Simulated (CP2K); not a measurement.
Two runs for the N K edge of borylacetonitrile. Run A: CP2K XAS_TDP, all-electron GAPW, PBEh(45%), aug-cc-pVDZ, TDA, no relativity. Run B differs in one setting.

First lines with a strength over 0.0015. A:

```csv
atom,energy (eV),states,"strength, one atom"
N4 (bonded to C),395.67,1,0.0545
,395.90,1,0.0539
,400.65,1,0.0025
,401.50,1,0.0065
,402.34,1,0.0024
```

B:

```csv
atom,energy (eV),states,"strength, one atom"
N4 (bonded to C),397.68,1,0.0582
,397.93,1,0.0567
,403.14,1,0.0041
,404.23,1,0.0047
,404.83,1,0.0020
```

**Question.** Which was it: scalar relativity switched on, the basis, GW2X switched on, the functional?

The functional (functional from PBEh(45%) to BHandHLYP; the lines alone don't name the new value). A functional moves all lines by electronvolts and changes their spacings and strengths. Against PBEh(45%) in aug-cc-pVDZ, the leading line moves by +2.01 eV, to 397.68 eV; the strength of N4's goes from 0.0545 to 0.0582.

[Banner, clock and machine lines of the logs are left out without a mark of their own.]

[Logs are printed without paths, hosts, clocks, repeated set-up lines and the standing remarks that a program may print on its own settings, such as how far it seeks lower states.]

[Hosts, paths, dates, database ids (printed as entryN), source tags and the programs' standing remarks are cut or masked in the printed files.]
